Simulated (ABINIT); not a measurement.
Planning a run of ABINIT 10.8.3 on SiC (P6_3mc). The input:

```
acell 3*1.0 Angstrom
rprim 
  3.073513928196 0.000000000001 0.000000000000
  -1.536756964099 2.661741140703 0.000000000000
  0.000000000000 0.000000000000 5.045247710000
ntypat 2
znucl 14 6
natom 4
typat 1 1 2 2
xred 
  0.333333333333 0.666666666667 0.499602400000
  0.666666666667 0.333333333333 0.999602400000
  0.333333333333 0.666666666667 0.875397600000
  0.666666666667 0.333333333333 0.375397600000
pp_dirpath "pseudos"
pseudos "Si.upf, C.upf"
ecut 37
ngkpt 6 6 4
nshiftk 1
shiftk 0 0 0
kptopt 1
chksymbreak 0
istwfk *1
occopt 1
irdwfk 1
optdriver 4
nband 159
gwcalctyp 0
ecutsigx 37
symsigma 1
nkptgw 3
kptgw 
  0.0000000000 0.0000000000 0.0000000000
  0.3333333333 0.3333333333 0.0000000000
  0.5000000000 0.0000000000 0.0000000000
bdgw 
  7 10
  6 10
  7 10
ecuteps 7.2
irdscr 1
ppmodel 1
indata_prefix "in"
outdata_prefix "out"
tmpdata_prefix "tmp"
```

```sh
OMP_NUM_THREADS=1 mpirun -n 8 abinit run.abi > log
```

Q: How long will it take on 8 MPI ranks of Arm Neoverse V1, shared host, and how much memory?

It took 26 s; on shared hardware allow 13 s to 53 s. Peak host memory was 2.2 GiB.

[Paths, hosts, dates, memory and timing lines, banners, echoed tables and standing remarks are left out of the program output.]

[Logs are printed without paths, hosts, clocks, repeated set-up lines and the standing remarks that a program may print on its own settings, such as how far it seeks lower states.]

[Runs of the session that timed out or met a known fault of the program may be left out.]

[Hosts, paths, dates, database ids (printed as entryN), source tags and the programs' standing remarks are cut or masked in the printed files.]

[G0W0 gaps are taken among the corrected bands and points alone; a level outside them can change the order at an edge.]

[Where Ansatz stands beside ABINIT at settings called matched, ABINIT's density can come from a denser mesh and the files from another edition; pairs whose starting gaps differed by over 0.03 eV were left out, so agreement reads better than it is.]
